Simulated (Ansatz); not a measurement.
Consider AlGaAs2 (zincblende [001] superlattice).

The cell holds 12 atoms: 3 Ga, 6 As and 3 Al. Its edges and angles: a = 4.012 Å, b = 4.012 Å, c = 16.964 Å, α = 90.0°, β = 90.0°, γ = 90.0°. It derives from GaAs. Regions: GaAs, 6 atoms (3 Ga and 3 As); AlAs, 6 atoms (3 Al and 3 As). The structure's axis is c.

```xyz
12
Lattice="4.0119 0.0000 0.0000 0.0000 4.0120 0.0000 0.0000 0.0000 16.9640" Properties=species:S:1:pos:R:3 pbc="T T T"
Ga    0.0000    0.0000    0.7105
As    2.0060    0.0000    2.1206
Ga    2.0060    2.0060    3.5298
As    0.0000    2.0060    4.9390
Ga    0.0000    0.0000    6.3490
As    2.0060    0.0000    7.7637
Al    2.0060    2.0060    9.1767
As    0.0000    2.0060   10.5939
Al    0.0000    0.0000   12.0117
As    2.0060    0.0000   13.4295
Al    2.0060    2.0060   14.8467
As    0.0000    2.0060   16.2597
```

The structure was relaxed with PBEsol. The runs that relaxed it are not among those shown. PAW set soft_1, made with PBE.

Gaps computed with Ansatz 0.2.0 without a self-energy: PBEsol 1.07 eV.

Question: What gap should G0W0 on PBEsol give (4×4×2 mesh, 815 empty bands, screening to 120 eV, default PAW files)?

About 1.80 eV: on its mesh the run moves the gap from 1.06 eV by +0.74 eV. A band edge moves to another state on the way. Bands and cutoff are finite, so the gap is not at the basis limit. The miss can reach some tenths of an eV and take either sign; the mesh is an error of its own. The 4×4×2 mesh is coarse for this cell (its supercell is 16 Å along the shortest edge). The RPA ε∞ on it, from the PBEsol start, is 13.67 and 17.67; such meshes misread the long-range screening, most where the gap is narrow. The many-body steps are scalar-relativistic: spin-orbit coupling is not in them.

[Paths, hosts, dates, memory and timing lines, banners, echoed tables and standing remarks are left out of the program output.]

[Logs are printed without paths, hosts, clocks, repeated set-up lines and the standing remarks that a program may print on its own settings, such as how far it seeks lower states.]

[Runs of the session that timed out or met a known fault of the program may be left out.]

[Cells called generated may have been cut or substituted from an entry of the Crystallography Open Database or the Materials Project.]

[Hosts, paths, dates, database ids (printed as entryN), source tags and the programs' standing remarks are cut or masked in the printed files.]
